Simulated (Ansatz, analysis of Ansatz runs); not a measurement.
# Li5NbO5 (C2/m), nudged elastic band: V_O hop (3.0 Å) (q = +2), part 2 of 3

Aim: the barrier of one jump in Li5NbO5 (C2/m) at charge +2: V_O hop (3.0 Å). The model is a cell of 88 host atoms with 1 O taken out; O is the atom that moves.

Ansatz 0.2.0; plane-wave PAW DFT, PBEsol; nudged elastic band between two relaxed defect structures at fixed charge in a uniform background.

So far: The starting structure; Relaxation of the start point, charge +2.

### Step 3. Relaxation of the end point, charge +2

Level of this step: plane-wave PAW DFT, PBEsol; relaxation of all atoms of a defect supercell at fixed charge in a uniform background (Ansatz).

The end point is relaxed in the same cell and settings, so that the two energies compare. Atoms more than 3.2 Å from the middle of the hop start where the first relaxation left them, the nearer ones on or close to their ideal places, with small random displacements.

Contents of qp2.end/input.yaml:

```yaml
crystal:
  lattice:
    - [9.64854378, -4.00795932, 0.00669279]
    - [9.64854378, 4.00795932, 0.00669279]
    - [-3.7205883, 0.0, 10.93780668]
  atoms:
    - { symbol: Li, position: [0.35558637, 0.35558637, 0.17163026] }
    - { symbol: Li, position: [0.33324313, 0.3342987, 0.44503627] }
[... 4 atom lines left out ...]
    - { symbol: O, position: [0.421039, 0.421039, 0.341254] }
[... 4 atom lines left out ...]
    - { symbol: Li, position: [0.3452938, 0.3452938, 0.93105463] }
[... 12 atom lines left out ...]
    - { symbol: Li, position: [0.1547062, 0.6547062, 0.06894537] }
    - { symbol: Li, position: [0.14441363, 0.64441363, 0.32836974] }
[... 4 atom lines left out ...]
    - { symbol: O, position: [0.07882653, 0.57882653, 0.15910781] }
[... 15 atom lines left out ...]
    - { symbol: Li, position: [0.6547062, 0.1547062, 0.06894537] }
    - { symbol: Li, position: [0.64441363, 0.14441363, 0.32836974] }
[... 4 atom lines left out ...]
    - { symbol: O, position: [0.57882653, 0.07882653, 0.15910781] }
[... 14 atom lines left out ...]
    - { symbol: Li, position: [0.5, 0.5, 0.25] }
[... 7 atom lines left out ...]
    - { symbol: O, position: [0.57319463, 0.57319463, 0.41308126] }
[... 5 atom lines left out ...]
    - { symbol: Nb, position: [0.5, 0.5, 0.5] }
[... 4 atom lines left out ...]
    - { symbol: O, position: [0.57343881, 0.57209349, 0.91024061] }
total_charge: 2
basis:
  ecutwfc: 420
  xc_grid: 2
hamiltonian:
  xc: pbesol
kpoints:
  mp_grid: { grid: [1, 1, 1], shift: [0.25, 0.25, 0.25] }
scf:
  occupations: { method: fixed }
  max_iter: 150
output:
  forces: true
relax:
  f_tol: 0.02
  max_steps: 70
  random_displacement: { amplitude: 0.01, seed: 5806 }
```

Started as:

```
ansatz run input.yaml --threads 32 --pin off --max-ram 84787MiB --backend cuda --events-out ev --progress --plain --runs-dir out --max-vram 78GiB
```

Numbers of over 12 decimals in the logs are rounded to 6 here.

What it wrote:

```text
[...]
Crystal: 87 atoms, lattice volume = 846.151 Å³
Basis set: ecut = 420 eV, 16581 PW (Γ), exchange–correlation on 144×144×160 points (8 copies of the dense FFT grid, shifted against one another)
Bands: 315, of which v1, the nominal top of the filled ones, is band 228 counted from 1 (227 counted from 0)
Symmetry: 1 space group operations
k-points: 1
[...]
SCF iter   1: F=—  HF=-66065.959987 eV  |F-HF|=—  |Δ(HF+E_count)|=         —  Δρ=1.27e-2  dr2=5.09e0  ethr=1.77e-3  ⟨swp⟩=5.0  Hψ=907  notcnv=0  defer=84
[...]
SCF iter   3: F=—  HF=-66064.627622 eV  |F-HF|=—  |Δ(HF+E_count)|=   2.41e-1  Δρ=6.15e-3  dr2=3.65e-1  ethr=2.58e-4  ⟨swp⟩=3.0  Hψ=415  notcnv=0  defer=66
[...]
SCF 1 converged in 17 iterations: F = -66064.545643 eV  dr2 = 7.57e-6
[...]
- { symbol: O, position: [0.242842, 0.741858, 0.494076] }
    - { symbol: O, position: [0.082209, 0.574804, 0.658287] }
    - { symbol: O, position: [0.078595, 0.565152, 0.911277] }
    - { symbol: Li, position: [0.856142, 0.352436, 0.174239] }
    - { symbol: Li, position: [0.848793, 0.347295, 0.429262] }
    - { symbol: Li, position: [0.499478, -0.008408, 0.253749] }
[...]
- { symbol: Nb, position: [0.491874, 0.009879, 0.000801] }
    - { symbol: O, position: [0.920750, 0.430123, 0.085942] }
[...]
- { symbol: Nb, position: [0.490979, 0.011304, 0.500060] }
[...]
- { symbol: Nb, position: [0.513617, 0.500359, -0.013249] }
[...]
- { symbol: Li, position: [0.843152, 0.843576, 0.925418] }
    - { symbol: Li, position: [0.507168, 0.501629, 0.736150] }
    - { symbol: Li, position: [0.656108, 0.657771, 0.568945] }
    - { symbol: Li, position: [0.650312, 0.648669, 0.823250] }
    - { symbol: Nb, position: [0.493154, 0.510219, 0.498958] }
[...]
- { symbol: O, position: [0.920549, 0.920554, 0.840484] }
    - { symbol: O, position: [0.746284, 0.747955, 0.493382] }
    - { symbol: O, position: [0.579981, 0.578252, 0.658374] }
    - { symbol: O, position: [0.579575, 0.572314, 0.907745] }
```

Elapsed: 7.2 s, on 1 × NVIDIA GB200 with 32 threads of Arm Neoverse V2, shared host; peak memory 1.4 GiB; 33 s of CPU time.

Relaxation path:

```csv
step,energy less that of the first step (eV),largest force component (eV/Å)
1,0.0000,4.7114
3,-3.9367,2.3271
5,-4.1645,0.6689
7,-4.3560,0.1464
9,-4.3825,0.0545
11,-4.3866,0.0082
```

Relaxation step 5 was tried and not accepted.

The atoms that moved most (Å, from the sites as typed, ahead of the random displacement):

```
atom      dx      dy      dz  length
 O75  -0.378   0.028  -0.005   0.379
Li79   0.281  -0.028  -0.240   0.371
 O30  -0.359  -0.057   0.027   0.364
 O52  -0.346   0.077   0.035   0.356
Li12  -0.133   0.002  -0.325   0.352
 Li1  -0.263  -0.006   0.176   0.317
 Li2   0.269   0.003  -0.139   0.303
  O8  -0.300  -0.003   0.033   0.302
```

Neighbours of O7 at the end:

```
atom  distance (Å)
 Li1         1.881
Li68         1.934
Nb82         2.016
Li48         2.074
Li26         2.092
 Li2         2.228
 O63         2.750
 O76         2.751
 O41         2.765
```

Read from the output:

```yaml
free_energy: -66068.9323 eV
r_m_s_move_of_the_farther_half_of_the_atoms: 0.07265 Å
largest_move_from_the_ideal_geometry_of_this_structure_a_common_shift_of_the_far_atoms_taken_out: 0.3398 Å
```

The relaxation gained 4.387 eV and ended with a largest force component of 0.0082 eV/Å. The end lies 0.635 eV above the start.

### Step 4. Nudged elastic band, charge +2

5 movable images are laid between the ends on a pair-potential path, which keeps atoms from colliding in the first guess. Each image feels the true force across the path and a spring force along it. The highest image is set to climb to the top of the path.

This step: plane-wave PAW DFT, PBEsol; nudged elastic band between two relaxed defect structures at fixed charge in a uniform background.

Contents of qp2.neb/input.yaml:

```yaml
crystal:
  lattice:
    - [9.64854378, -4.00795932, 0.00669279]
    - [9.64854378, 4.00795932, 0.00669279]
    - [-3.7205883, 0.0, 10.93780668]
  atoms:
    - { symbol: Li, position: [0.34474489, 0.34622023, 0.14457568] }
    - { symbol: Li, position: [0.33348487, 0.3344888, 0.44638653] }
    - { symbol: Li, position: [0.00065616, 0.00154007, 0.24413145] }
    - { symbol: Li, position: [0.15301427, 0.15348215, 0.07075016] }
    - { symbol: Li, position: [0.14204903, 0.14110821, 0.32437228] }
    - { symbol: Nb, position: [0.0127343, -0.01273094, -0.00107257] }
    - { symbol: O, position: [0.43115634, 0.43030116, 0.09391807] }
    - { symbol: O, position: [0.2565145, 0.25704079, 0.00038909] }
    - { symbol: O, position: [0.08006779, 0.07816079, 0.15941166] }
    - { symbol: O, position: [0.07055772, 0.06916411, 0.41137318] }
    - { symbol: Li, position: [0.35253626, 0.35167246, 0.67396795] }
    - { symbol: Li, position: [0.34537688, 0.34550635, 0.9295759] }
    - { symbol: Li, position: [-0.00077723, -0.00025745, 0.75067338] }
    - { symbol: Li, position: [0.15189829, 0.15414805, 0.56523726] }
    - { symbol: Li, position: [0.14424666, 0.14677451, 0.8328601] }
    - { symbol: Nb, position: [-0.01380895, 0.00591749, 0.4942771] }
    - { symbol: O, position: [0.4293887, 0.42556172, 0.58441841] }
    - { symbol: O, position: [0.42264241, 0.4204141, 0.84220844] }
    - { symbol: O, position: [0.25080747, 0.25097607, 0.50906672] }
    - { symbol: O, position: [0.07346027, 0.07792969, 0.65274988] }
    - { symbol: O, position: [0.07403724, 0.07313402, 0.912144] }
    - { symbol: Li, position: [0.35560803, 0.85416825, 0.1681755] }
    - { symbol: Li, position: [0.34114595, 0.84426816, 0.42528411] }
    - { symbol: Li, position: [0.00938098, 0.49084884, 0.24905131] }
    - { symbol: Li, position: [0.15879117, 0.65378029, 0.07155881] }
    - { symbol: Li, position: [0.11596467, 0.66537063, 0.32821064] }
    - { symbol: Nb, position: [-0.0057001, 0.50836853, 0.00162604] }
    - { symbol: O, position: [0.42834375, 0.92831657, 0.08682679] }
    - { symbol: O, position: [0.41924051, 0.91965729, 0.34174774] }
    - { symbol: O, position: [0.25904269, 0.75213503, 0.00635123] }
    - { symbol: O, position: [0.09215402, 0.56953539, 0.16328821] }
    - { symbol: O, position: [0.08186658, 0.56138575, 0.41254124] }
    - { symbol: Li, position: [0.34798173, 0.87581227, 0.68052871] }
    - { symbol: Li, position: [0.34678736, 0.84360355, 0.93373067] }
    - { symbol: Li, position: [0.00268183, 0.50306787, 0.7516935] }
    - { symbol: Li, position: [0.15205659, 0.65265909, 0.56611034] }
    - { symbol: Li, position: [0.14342599, 0.64336739, 0.82744453] }
    - { symbol: Nb, position: [-0.00646713, 0.50252509, 0.49960985] }
    - { symbol: O, position: [0.42756397, 0.92108874, 0.58541936] }
    - { symbol: O, position: [0.42372235, 0.92205968, 0.84300438] }
    - { symbol: O, position: [0.24877464, 0.72468245, 0.4747391] }
    - { symbol: O, position: [0.07736997, 0.57830049, 0.6586233] }
    - { symbol: O, position: [0.07461993, 0.57442535, 0.91440973] }
    - { symbol: Li, position: [0.85933303, 0.35078029, 0.16846256] }
    - { symbol: Li, position: [0.84368242, 0.34391029, 0.42475516] }
    - { symbol: Li, position: [0.49436515, 0.00535877, 0.24880686] }
    - { symbol: Li, position: [0.6588516, 0.15338361, 0.0715015] }
    - { symbol: Li, position: [0.66269398, 0.11694996, 0.32719531] }
    - { symbol: Nb, position: [0.49434712, 0.00770568, 0.00090729] }
    - { symbol: O, position: [0.93214505, 0.42472751, 0.08690441] }
    - { symbol: O, position: [0.92341914, 0.41654135, 0.34184883] }
    - { symbol: O, position: [0.75743976, 0.25338502, 0.00619863] }
    - { symbol: O, position: [0.56939779, 0.09223137, 0.16315616] }
    - { symbol: O, position: [0.56120756, 0.08112036, 0.4122202] }
    - { symbol: Li, position: [0.87294881, 0.35196237, 0.6810619] }
    - { symbol: Li, position: [0.84875305, 0.34189996, 0.93374318] }
    - { symbol: Li, position: [0.5064715, -0.00114235, 0.75146211] }
    - { symbol: Li, position: [0.65066911, 0.15177447, 0.5668635] }
    - { symbol: Li, position: [0.64904289, 0.13758749, 0.82737685] }
    - { symbol: Nb, position: [0.49236822, 0.00244667, 0.49948332] }
    - { symbol: O, position: [0.92108872, 0.42845132, 0.58560592] }
    - { symbol: O, position: [0.92187058, 0.42468935, 0.84336384] }
    - { symbol: O, position: [0.72387903, 0.24864352, 0.47435944] }
    - { symbol: O, position: [0.58107511, 0.07380174, 0.65843176] }
    - { symbol: O, position: [0.57759767, 0.07115366, 0.91414751] }
    - { symbol: Li, position: [0.8520973, 0.85441721, 0.16529436] }
    - { symbol: Li, position: [0.83966444, 0.84130156, 0.43277453] }
    - { symbol: Li, position: [0.51165596, 0.51415401, 0.23891719] }
    - { symbol: Li, position: [0.65494029, 0.65563074, 0.07270015] }
    - { symbol: Li, position: [0.6473878, 0.64657306, 0.32601861] }
    - { symbol: Nb, position: [0.51327661, 0.48831137, -0.0001308] }
    - { symbol: O, position: [0.92812056, 0.92724422, 0.08646436] }
    - { symbol: O, position: [0.91453372, 0.91639121, 0.3387745] }
    - { symbol: O, position: [0.75833232, 0.75926698, 0.01202333] }
    - { symbol: O, position: [0.58386549, 0.58086764, 0.15900899] }
    - { symbol: O, position: [0.56844246, 0.56386615, 0.40863562] }
    - { symbol: Li, position: [0.85637892, 0.85484163, 0.67273345] }
    - { symbol: Li, position: [0.84589638, 0.84612442, 0.93298012] }
    - { symbol: Li, position: [0.493509, 0.49513216, 0.75946131] }
    - { symbol: Li, position: [0.65979903, 0.66134426, 0.56639035] }
    - { symbol: Li, position: [0.64568477, 0.64881934, 0.83674948] }
    - { symbol: Nb, position: [0.50387642, 0.51460758, 0.52089733] }
    - { symbol: O, position: [0.92749204, 0.92539999, 0.58505453] }
    - { symbol: O, position: [0.92360508, 0.92134166, 0.84073519] }
    - { symbol: O, position: [0.75052066, 0.75075311, 0.49756365] }
    - { symbol: O, position: [0.58020905, 0.58661907, 0.66567624] }
    - { symbol: O, position: [0.57368055, 0.57228358, 0.91159088] }
total_charge: 2
basis:
  ecutwfc: 420
  xc_grid: 2
hamiltonian:
  xc: pbesol
kpoints:
  mp_grid: { grid: [1, 1, 1], shift: [0.25, 0.25, 0.25] }
scf:
  occupations: { method: fixed }
  max_iter: 150
output:
  forces: true
neb:
  images: 5
  f_tol: 0.04
  climbing: true
  initial_path: idpp
  max_iterations: 45
  order_check: false
  final_atoms:
    - { symbol: Li, position: [0.34488362, 0.34421673, 0.19131897] }
    - { symbol: Li, position: [0.34340841, 0.34607302, 0.43588643] }
[... 4 atom lines left out ...]
    - { symbol: O, position: [0.42604494, 0.42535201, 0.33510231] }
[... 4 atom lines left out ...]
    - { symbol: Li, position: [0.33149537, 0.33283382, 0.90493436] }
[... 12 atom lines left out ...]
    - { symbol: Li, position: [0.13028118, 0.67261017, 0.06972846] }
    - { symbol: Li, position: [0.1455074, 0.64844921, 0.33427871] }
[... 4 atom lines left out ...]
    - { symbol: O, position: [0.09319881, 0.56912726, 0.15803047] }
[... 15 atom lines left out ...]
    - { symbol: Li, position: [0.67720244, 0.1266748, 0.06901868] }
    - { symbol: Li, position: [0.64717819, 0.1473482, 0.33460495] }
[... 4 atom lines left out ...]
    - { symbol: O, position: [0.57248882, 0.09098621, 0.1583865] }
[... 14 atom lines left out ...]
    - { symbol: Li, position: [0.50841914, 0.50531352, 0.27118422] }
[... 2 atom lines left out ...]
    - { symbol: Nb, position: [0.51269009, 0.50041417, -0.00960676] }
[... 4 atom lines left out ...]
    - { symbol: O, position: [0.57631334, 0.57600669, 0.42258685] }
[... 10 atom lines left out ...]
    - { symbol: O, position: [0.57864881, 0.57236876, 0.91138674] }
```

What it wrote:

```text
[...]
Warning: neb: disabling space-group detection — the band's intermediate images generally break the endpoint symmetry, so the full k-mesh is solved, and no spatial operation symmetrises the density, except that a semilocal band can use its path's symmetry [...]
[...]
parallel-image band execution: 3 concurrent image workers
NEB image 0
[...]
Crystal: 87 atoms, lattice volume = 846.151 Å³
Basis set: ecut = 420 eV, 16581 PW (Γ), exchange–correlation on 144×144×160 points (8 copies of the dense FFT grid, shifted against one another)
Bands: 315, of which v1, the nominal top of the filled ones, is band 228 counted from 1 (227 counted from 0)
Symmetry: 1 space group operations
k-points: 1
[...]
SCF iter   1: F=—  HF=-66069.849459 eV  |F-HF|=—  |Δ(HF+E_count)|=         —  Δρ=1.01e-2  dr2=1.44e0  ethr=1.77e-3  ⟨swp⟩=5.0  Hψ=1048  notcnv=0  defer=84
[...]
SCF iter   2: F=—  HF=-66069.594464 eV  |F-HF|=—  |Δ(HF+E_count)|=   2.55e-1  Δρ=5.13e-3  dr2=2.03e-1  ethr=3.17e-4  ⟨swp⟩=2.0  Hψ=412  notcnv=0  defer=84
[...]
SCF iter  11: F=-66069.567452 eV  HF=-66069.567452 eV  |F-HF|=1.93e-8  |Δ(HF+E_count)|=   4.44e-8  Δρ=1.77e-6  dr2=3.69e-8  ethr=2.19e-11  ⟨swp⟩=2.0  Hψ=938  notcnv=0
SCF 1 converged in 11 iterations: F = -66069.567452 eV  dr2 = 3.69e-8
[...]
NSCF: frozen V_eff on 1 k-points
NEB image 6
[...]
SCF 2 converged in 11 iterations: F = -66068.932274 eV  dr2 = 4.05e-8
[...]
NEB end point (image 0): max|allowed force component| = 1.614e-2 eV/Å (the criterion of neb.relax_end_points is 1.000e-2)
NEB end point (image 6): max|allowed force component| = 8.269e-3 eV/Å (the criterion of neb.relax_end_points is 1.000e-2)
NEB image 1
[...]
SCF 3 converged in 11 iterations: F = -66068.557514 eV  dr2 = 7.78e-8
[...]
NEB image 2
[...]
SCF 4 converged in 12 iterations: F = -66067.142620 eV  dr2 = 9.88e-8
NEB image 3
[...]
SCF 5 converged in 12 iterations: F = -66066.515825 eV  dr2 = 7.65e-8
[...]
SCF 12 converged in 10 iterations: F = -66068.551132 eV  dr2 = 4.39e-8
[...]
SCF 19 converged in 9 iterations: F = -66068.356681 eV  dr2 = 2.97e-8
[...]
SCF 26 converged in 9 iterations: F = -66068.032938 eV  dr2 = 7.76e-8
[...]
SCF 33 converged in 9 iterations: F = -66069.352722 eV  dr2 = 1.46e-8
[...]
SCF 40 converged in 9 iterations: F = -66067.758469 eV  dr2 = 4.11e-8
[...]
SCF 47 converged in 7 iterations: F = -66068.781660 eV  dr2 = 4.84e-8
[...]
SCF 54 converged in 9 iterations: F = -66068.171466 eV  dr2 = 1.56e-8
[...]
SCF 61 converged in 8 iterations: F = -66068.059430 eV  dr2 = 2.82e-8
[...]
SCF 68 converged in 7 iterations: F = -66069.340710 eV  dr2 = 9.63e-9
[...]
SCF 75 converged in 7 iterations: F = -66067.782374 eV  dr2 = 3.95e-8
[...]
SCF 82 converged in 6 iterations: F = -66068.794178 eV  dr2 = 3.50e-8
[...]
SCF 89 converged in 7 iterations: F = -66068.162436 eV  dr2 = 9.38e-8
[...]
SCF 96 converged in 7 iterations: F = -66068.061544 eV  dr2 = 5.99e-8
[...]
SCF 103 converged in 7 iterations: F = -66069.344869 eV  dr2 = 5.83e-8
[...]
SCF 110 converged in 6 iterations: F = -66067.789619 eV  dr2 = 7.82e-8
[...]
SCF 117 converged in 7 iterations: F = -66068.802069 eV  dr2 = 1.20e-8
[...]
SCF 124 converged in 6 iterations: F = -66068.185977 eV  dr2 = 7.31e-8
[...]
SCF 131 converged in 6 iterations: F = -66068.068855 eV  dr2 = 9.51e-8
[...]
SCF 138 converged in 8 iterations: F = -66069.348366 eV  dr2 = 3.69e-8
[...]
SCF 145 converged in 7 iterations: F = -66067.796151 eV  dr2 = 4.39e-8
[...]
SCF 152 converged in 7 iterations: F = -66068.812382 eV  dr2 = 9.27e-8
[...]
- { symbol: O, position: [0.035469, 0.595928, 0.160868] }
    - { symbol: O, position: [0.084654, 0.562662, 0.413278] }
    - { symbol: Li, position: [0.345358, 0.875471, 0.676365] }
    - { symbol: Li, position: [0.338651, 0.859176, 0.927220] }
    - { symbol: Li, position: [0.000985, 0.499277, 0.753013] }
    - { symbol: Li, position: [0.156725, 0.656016, 0.562902] }
    - { symbol: Li, position: [0.145015, 0.640906, 0.835765] }
    - { symbol: Nb, position: [-0.001200, 0.505463, 0.502044] }
    - { symbol: O, position: [0.429208, 0.926344, 0.588677] }
    - { symbol: O, position: [0.407434, 0.931494, 0.840896] }
    - { symbol: O, position: [0.249561, 0.735221, 0.483764] }
    - { symbol: O, position: [0.080956, 0.578714, 0.660430] }
    - { symbol: O, position: [0.080038, 0.564352, 0.918006] }
    - { symbol: Li, position: [0.857585, 0.350430, 0.174131] }
    - { symbol: Li, position: [0.848029, 0.348100, 0.428381] }
    - { symbol: Li, position: [0.499011, -0.003363, 0.251658] }
    - { symbol: Li, position: [0.670564, 0.135418, 0.076793] }
    - { symbol: Li, position: [0.657543, 0.132183, 0.326652] }
    - { symbol: Nb, position: [0.508150, -0.011138, 0.000534] }
    - { symbol: O, position: [0.923730, 0.417460, 0.081629] }
    - { symbol: O, position: [0.921585, 0.421465, 0.341514] }
    - { symbol: O, position: [0.726714, 0.248590, 0.018523] }
    - { symbol: O, position: [0.582454, 0.068121, 0.160895] }
    - { symbol: O, position: [0.564087, 0.082159, 0.412216] }
    - { symbol: Li, position: [0.870301, 0.352970, 0.677247] }
    - { symbol: Li, position: [0.861617, 0.333915, 0.925262] }
    - { symbol: Li, position: [0.499618, 0.002469, 0.751756] }
    - { symbol: Li, position: [0.652168, 0.156336, 0.564287] }
    - { symbol: Li, position: [0.646041, 0.141085, 0.835212] }
    - { symbol: Nb, position: [0.497151, 0.004925, 0.501813] }
    - { symbol: O, position: [0.926504, 0.429994, 0.588536] }
    - { symbol: O, position: [0.924775, 0.412904, 0.840130] }
    - { symbol: O, position: [0.725774, 0.250597, 0.474337] }
    - { symbol: O, position: [0.578957, 0.080028, 0.659932] }
    - { symbol: O, position: [0.566810, 0.079123, 0.917020] }
    - { symbol: Li, position: [0.853104, 0.855439, 0.177327] }
    - { symbol: Li, position: [0.849665, 0.840080, 0.428120] }
    - { symbol: Li, position: [0.511444, 0.528147, 0.258918] }
    - { symbol: Li, position: [0.661992, 0.654408, 0.072302] }
    - { symbol: Li, position: [0.653195, 0.652086, 0.335904] }
    - { symbol: Nb, position: [0.514459, 0.500167, -0.005095] }
    - { symbol: O, position: [0.927628, 0.919190, 0.090971] }
    - { symbol: O, position: [0.921428, 0.918078, 0.340066] }
    - { symbol: O, position: [0.742628, 0.744391, -0.020854] }
    - { symbol: O, position: [0.578002, 0.581409, 0.156653] }
    - { symbol: O, position: [0.580301, 0.575328, 0.422516] }
    - { symbol: Li, position: [0.857295, 0.857794, 0.673913] }
    - { symbol: Li, position: [0.851550, 0.833182, 0.934887] }
    - { symbol: Li, position: [0.495868, 0.494228, 0.748692] }
    - { symbol: Li, position: [0.663225, 0.663556, 0.568868] }
    - { symbol: Li, position: [0.654848, 0.648820, 0.834132] }
    - { symbol: Nb, position: [0.503324, 0.518421, 0.515772] }
    - { symbol: O, position: [0.926479, 0.928281, 0.585804] }
    - { symbol: O, position: [0.919941, 0.920879, 0.845057] }
    - { symbol: O, position: [0.748983, 0.749404, 0.493417] }
    - { symbol: O, position: [0.579557, 0.582807, 0.666705] }
    - { symbol: O, position: [0.578112, 0.568351, 0.909080] }
```

Run time: 50 s. Hardware: 1 × NVIDIA GB200 with 32 threads; peak memory 2.1 GiB; 3.6 min of CPU time.

In the SCF lines HF is the Harris–Foulkes energy and dr2 the Hartree energy of the density residual, in eV; the loop may stop once dr2 is under the threshold and the program's other checks hold. Hψ counts applications of the Hamiltonian.

The path, image by image:

```csv
image,path (Å),energy (eV),"O7: x, y, z (Å)"
0,0.000,0.0000,"7.962, -0.003, 1.033"
1,0.794,0.2097,"7.909, 0.051, 1.264"
2,1.588,1.3840,"7.686, 0.240, 1.827"
3,2.382,1.7708,"7.442, 0.489, 2.451"
4,3.106,1.5017,"7.276, 0.266, 3.026"
5,3.829,0.7552,"7.111, 0.068, 3.494"
6,4.552,0.6352,"6.968, -0.003, 3.671"
```

This step gave:

| Item | Value |
| --- | --- |
| free energy | -66067.7966 eV |
| barrier forward | 1.771 eV |
| barrier backward | 1.136 eV |
| end less start | 0.6352 eV |
| hop length | 2.819 Å |

(Continued in part 3 of 3.)

[Logs are printed without paths, hosts, clocks, repeated set-up lines and the standing remarks that a program may print on its own settings, such as how far it seeks lower states.]

[Hosts, paths, dates, database ids (printed as entryN), source tags and the programs' standing remarks are cut or masked in the printed files.]
